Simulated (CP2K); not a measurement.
Two runs for the C K edge of methylamine. Run A: CP2K XAS_TDP, all-electron GAPW, PBEh(45%), aug-cc-pVTZ, TDA, no relativity. Run B differs in one setting.

First lines with a strength over 0.0015. A:

| atom | energy (eV) | states | strength, one atom |
| --- | --- | --- | --- |
| C1 (bonded to N and 3 H) | 283.77 | 1 | 0.0090 |
|  | 284.73 | 1 | 0.0189 |
|  | 284.76 | 1 | 0.0219 |
|  | 285.76 | 1 | 0.0066 |
|  | 285.99 | 1 | 0.0034 |

B:

```
                    atom  energy (eV)  states  strength, one atom
C1 (bonded to N and 3 H)       289.17       1              0.0088
                               290.13       1              0.0185
                               290.16       1              0.0215
                               291.16       1              0.0065
                               291.39       1              0.0033
```

Question: Which was it: GW2X switched on, scalar relativity switched on, the basis, the functional?

GW2X switched on. GW2X shifts an atom's lines together and keeps their spacings. Against PBEh(45%) in aug-cc-pVTZ, the leading line moves by +5.40 eV, to 289.17 eV.

[Banner, clock and machine lines of the logs are left out without a mark of their own.]

[Logs are printed without paths, hosts, clocks, repeated set-up lines and the standing remarks that a program may print on its own settings, such as how far it seeks lower states.]

[Hosts, paths, dates, database ids (printed as entryN), source tags and the programs' standing remarks are cut or masked in the printed files.]
